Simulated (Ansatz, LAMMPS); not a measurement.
# Elastic response of glassy 72SiO2-17Al2O3-6BaO-6ZnO (mol %) (116 atoms)

How stiff is glassy 72SiO2-17Al2O3-6BaO-6ZnO (mol %) (116 atoms), and how do its levels respond to strain?

Calculated with Ansatz 0.2.0; Kohn-Sham DFT, revPBE, PAW (set soft_2), plane waves.

### 1. The system as given

The cell holds 116 atoms: 26 Si, 12 Al, 2 Ba, 2 Zn and 74 O. Cell: a = 11.087 Å, b = 11.087 Å, c = 11.087 Å, α = 90.0°, β = 90.0°, γ = 90.0°. 116 atoms (26 Si, 12 Al, 2 Ba, 2 Zn, 74 O) placed at random at 3.22 g/cm³, melted at 4000 K for 10 ps at fixed volume with the Morse and Coulomb pair potential with partial charges (Pedone, Malavasi, Menziani, Cormack and Segre, J. Phys. Chem. B 110, 11780 (2006)). Quenched from 4000 K to 300 K at 50 K/ps and fixed volume, held 5 ps.

Limits known from the start: The quench rate of 50 K/ps far exceeds what a furnace or splat quench reaches, so expect more defects and frozen-in strain than in a real sample. The starting topology of bonds comes from the classical model, and needn't be the one that DFT or experiment would give. Only the Γ point is sampled. The levels lack spin–orbit coupling, which is large for the heavy elements here.

### 2. Single point at the start

The forces at the start show how far the geometry lies from a minimum of this functional.

input.yaml

```yaml
crystal:
  lattice:
    - [11.0867, 0.0, 0.0]
    - [0.0, 11.0867, 0.0]
    - [0.0, 0.0, 11.0867]
  atoms:
    - { symbol: Si, position: [0.40673, 0.89359, 0.7606] }
    - { symbol: Si, position: [0.37715, 0.49067, 0.98967] }
    - { symbol: Si, position: [0.71934, 0.94286, 0.63085] }
    - { symbol: Si, position: [0.26999, 0.76199, 0.04247] }
    - { symbol: Si, position: [0.9458, 0.46552, 0.91788] }
    - { symbol: Si, position: [0.94714, 0.50806, 0.48508] }
    - { symbol: Si, position: [0.97427, 0.88505, 0.43672] }
    - { symbol: Si, position: [0.71791, 0.38611, 0.1232] }
    - { symbol: Si, position: [0.76168, 0.9937, 0.2827] }
    - { symbol: Si, position: [0.38223, 0.14531, 0.54302] }
    - { symbol: Si, position: [0.19784, 0.894, 0.26748] }
    - { symbol: Si, position: [0.13239, 0.85804, 0.82747] }
    - { symbol: Si, position: [0.11293, 0.07916, 0.54194] }
    - { symbol: Si, position: [0.91645, 0.00765, 0.05163] }
    - { symbol: Si, position: [0.18192, 0.47593, 0.81498] }
    - { symbol: Si, position: [0.60433, 0.7238, 0.5088] }
    - { symbol: Si, position: [0.05778, 0.24933, 0.09252] }
    - { symbol: Si, position: [0.72027, 0.62665, 0.02545] }
    - { symbol: Si, position: [0.20811, 0.60986, 0.58578] }
    - { symbol: Si, position: [0.70393, 0.24613, 0.34532] }
    - { symbol: Si, position: [0.90219, 0.57192, 0.21795] }
    - { symbol: Si, position: [0.79251, 0.53443, 0.71078] }
    - { symbol: Si, position: [0.353, 0.83039, 0.49807] }
    - { symbol: Si, position: [0.50415, 0.86868, 0.1022] }
    - { symbol: Si, position: [0.39978, 0.41921, 0.50168] }
    - { symbol: Si, position: [0.50448, 0.14124, 0.89809] }
    - { symbol: Al, position: [0.54148, 0.40011, 0.76436] }
    - { symbol: Al, position: [0.75264, 0.23956, 0.86607] }
    - { symbol: Al, position: [0.66231, 0.71746, 0.2661] }
    - { symbol: Al, position: [0.49101, 0.0751, 0.30161] }
    - { symbol: Al, position: [0.6312, 0.20588, 0.60722] }
    - { symbol: Al, position: [0.92974, 0.77075, 0.6663] }
    - { symbol: Al, position: [0.99652, 0.25778, 0.36009] }
    - { symbol: Al, position: [0.92842, 0.04172, 0.77228] }
    - { symbol: Al, position: [0.46305, 0.35896, 0.23044] }
    - { symbol: Al, position: [0.31461, 0.1449, 0.12529] }
    - { symbol: Al, position: [0.69067, 0.94637, 0.8956] }
    - { symbol: Al, position: [0.56736, 0.65254, 0.79961] }
    - { symbol: Ba, position: [0.23102, 0.16364, 0.82837] }
    - { symbol: Ba, position: [0.20981, 0.52058, 0.27783] }
    - { symbol: Zn, position: [0.9695, 0.29261, 0.69522] }
    - { symbol: Zn, position: [0.01118, 0.7158, 0.02256] }
    - { symbol: O, position: [0.78642, 0.667, 0.16312] }
    - { symbol: O, position: [0.05868, 0.95537, 0.531] }
    - { symbol: O, position: [0.09142, 0.1497, 0.41928] }
    - { symbol: O, position: [0.44658, 0.01942, 0.8244] }
    - { symbol: O, position: [0.25606, 0.09048, 0.58039] }
    - { symbol: O, position: [0.66163, 0.91544, 0.75612] }
    - { symbol: O, position: [0.06591, 0.86069, 0.32692] }
    - { symbol: O, position: [0.19535, 0.22945, 0.07086] }
    - { symbol: O, position: [0.88231, 0.18717, 0.80714] }
    - { symbol: O, position: [0.67829, 0.28244, 0.73525] }
    - { symbol: O, position: [0.46802, 0.75979, 0.45032] }
    - { symbol: O, position: [0.06311, 0.5434, 0.8854] }
    - { symbol: O, position: [0.6428, 0.11806, 0.89689] }
    - { symbol: O, position: [0.4178, 0.4133, 0.10118] }
    - { symbol: O, position: [0.26229, 0.88414, 0.7913] }
    - { symbol: O, position: [0.71431, 0.07915, 0.5987] }
    - { symbol: O, position: [0.45382, 0.06935, 0.4451] }
    - { symbol: O, position: [0.03099, 0.13195, 0.64906] }
    - { symbol: O, position: [0.82329, 0.03137, 0.15985] }
    - { symbol: O, position: [0.84158, 0.50703, 0.58024] }
    - { symbol: O, position: [0.60674, 0.91706, 0.01992] }
    - { symbol: O, position: [0.31042, 0.6191, 0.03661] }
    - { symbol: O, position: [0.23878, 0.57601, 0.72818] }
    - { symbol: O, position: [0.2251, 0.7847, 0.17427] }
    - { symbol: O, position: [0.83558, 0.44369, 0.18366] }
    - { symbol: O, position: [0.65487, 0.09846, 0.31023] }
    - { symbol: O, position: [0.6491, 0.51004, 0.07326] }
    - { symbol: O, position: [0.84119, 0.24173, 0.34724] }
    - { symbol: O, position: [0.28197, 0.89256, 0.3845] }
    - { symbol: O, position: [0.74515, 0.31217, 0.00676] }
    - { symbol: O, position: [0.06061, 0.98608, 0.84174] }
    - { symbol: O, position: [0.66399, 0.64756, 0.39957] }
    - { symbol: O, position: [0.4545, 0.76434, 0.7966] }
    - { symbol: O, position: [0.92861, 0.76815, 0.5119] }
    - { symbol: O, position: [0.40967, 0.20647, 0.24353] }
    - { symbol: O, position: [0.44623, 0.42806, 0.36261] }
    [... 32 atom lines left out ...]
    - { symbol: O, position: [0.47308, 0.9655, 0.19886] }
    - { symbol: O, position: [0.8662, 0.97608, 0.38202] }
    - { symbol: O, position: [0.41267, 0.89837, 0.61595] }
    - { symbol: O, position: [0.69558, 0.87103, 0.282] }
    - { symbol: O, position: [0.48125, 0.42095, 0.61975] }
    - { symbol: O, position: [0.07247, 0.57176, 0.54809] }
kpoints:
  mp_grid: { grid: [1, 1, 1] }
hamiltonian:
  xc: revpbe
scf:
  occupations: { method: fixed }
output:
  forces: true
```

Command:

```sh
$ ansatz run input.yaml --threads 4 --pin off --max-ram 8192MiB --backend cpu --events-out ev --progress --plain --runs-dir out
```

Standard output:

```text
[...]
Pseudopotentials: kind: paw
Pseudopotential: Si, paw, valence charge 4, recommended cutoff 420 eV (normal), Si.paw.azcp
Pseudopotential: Al, paw, valence charge 3, recommended cutoff 420 eV (normal), Al.paw.azcp
Pseudopotential: Ba, paw, valence charge 10, recommended cutoff 420 eV (normal), Ba.paw.azcp
Pseudopotential: Zn, paw, valence charge 12, recommended cutoff 420 eV (normal), Zn.paw.azcp
Pseudopotential: O, paw, valence charge 6, recommended cutoff 420 eV (normal), O.paw.azcp
[... 5 lines on functional and potentials left out ...]
Crystal: 116 atoms, lattice volume = 1362.721 Å³
Basis set: ecut = 420 eV, 26745 PW (Γ), exchange–correlation on 150×150×150 points (8 copies of the dense FFT grid, shifted against one another)
Bands: 430, of which v1, the nominal top of the filled ones, is band 314 counted from 1 (313 counted from 0)
Symmetry: 1 space group operations
Space group: P1 (ITA 1), of the structure as read, at distance tolerance 1.1e-4 Å
k-points: 1
[... 16 lines on functional and potentials left out ...]
Initial density: superposition of atomic densities (neutral atoms: chi_scale 0, normalization atom), corrected by the library's trained network
Initial wavefunctions: pseudopotential atomic-orbital guess
[...]
SCF iter   1: F=—  HF=-83821.143650 eV  |F-HF|=—  |Δ(HF+E_count)|=         —  Δρ=3.95e-3  dr2=2.47e-1  ethr=1.77e-3  ⟨swp⟩=6.0  Hψ=1518  notcnv=0  defer=113
preconditioner: auto → Resta (q_TF=auto, 2.398 Å⁻¹)  ε∞=3.4  [insulator: Δε(μ)=3.760 eV  Ē_g=16.372 eV  n_scr=304 (ndim 8)  ℏωp=25.2 eV  f_vac=0.070  ε∞_Penn≈3.4]
SCF iter   2: F=—  HF=-83821.125475 eV  |F-HF|=—  |Δ(HF+E_count)|=   1.82e-2  Δρ=1.94e-3  dr2=4.49e-2  ethr=3.93e-5  ⟨swp⟩=2.0  Hψ=681  notcnv=0  defer=114
SCF iter   3: F=—  HF=-83821.130614 eV  |F-HF|=—  |Δ(HF+E_count)|=   5.14e-3  Δρ=8.16e-4  dr2=1.24e-2  ethr=7.15e-6  ⟨swp⟩=3.0  Hψ=509  notcnv=0  defer=95
automatic band count: iteration 3 solves 411 bands in place of 430: the levels show a gap, and the empty bands left out lie too high to hold charge; the band table lists the bands solved (type scf.n_extra_bands for more)
SCF iter   4: F=—  HF=-83821.132401 eV  |F-HF|=—  |Δ(HF+E_count)|=   1.79e-3  Δρ=3.29e-4  dr2=1.18e-3  ethr=1.98e-6  ⟨swp⟩=2.0  Hψ=544  notcnv=0  defer=95
SCF iter   5: F=—  HF=-83821.132468 eV  |F-HF|=—  |Δ(HF+E_count)|=   6.68e-5  Δρ=1.44e-4  dr2=2.87e-4  ethr=1.87e-7  ⟨swp⟩=2.0  Hψ=562  notcnv=0  defer=95
[...]
SCF iter   9: F=—  HF=-83821.130474 eV  |F-HF|=—  |Δ(HF+E_count)|=   2.12e-6  Δρ=5.22e-6  dr2=2.87e-7  ethr=1.48e-10  ⟨swp⟩=2.0  Hψ=634  notcnv=0  defer=93
SCF iter  10: F=-83821.130474 eV  HF=-83821.130474 eV  |F-HF|=3.68e-8  |Δ(HF+E_count)|=   6.79e-8  Δρ=1.52e-6  dr2=2.96e-8  ethr=1.59e-11  ⟨swp⟩=4.0  Hψ=1295  notcnv=0
SCF 1 converged in 10 iterations: F = -83821.130474 eV  dr2 = 2.96e-8
[...]
SCF converged after 10 iterations
Free energy (F): -83821.130474 eV
Harris-Foulkes:  -83821.130474 eV  (|F-HF|=3.68e-8)
Internal energy: -83821.130474 eV  (E = F + TS)
E sigma→0 (E₀):  -83821.130474 eV
Fermi energy:    5.355192 eV
--- Per-component energies (eV) ---
[...]
Σ components = -83821.130474   (vs F -83821.130474, Δ=0.00e0)
--- Forces (eV/Å), atoms counted from 1 ---
  atom   1  Si     0.10598800    -1.02234307     0.38944791
  atom   2  Si     0.82016931     2.93210991    -2.31937485
  atom   3  Si     1.37982695    -1.07894840    -0.39704647
  atom   4  Si     1.65629514    -1.38574822    -0.72950898
[...]
atom 116  O     -1.04647046     0.19262629    -0.71725531
  max |Σ_I F_I| component: 2.31e-4 eV/Å
```

Elapsed: 9.7 s, on 4 threads of Intel Xeon Platinum 8375C at 2.90GHz (Ice Lake), shared host; peak memory 1.9 GiB.

The r.m.s. force at the start is 1.4 eV/Å.

(Continued in part 2 of 5.)

[Long decimals in the printed logs are rounded to 6 places.]

[Logs are printed without paths, hosts, clocks, repeated set-up lines and the standing remarks that a program may print on its own settings, such as how far it seeks lower states.]

[Hosts, paths, dates, database ids (printed as entryN), source tags and the programs' standing remarks are cut or masked in the printed files.]
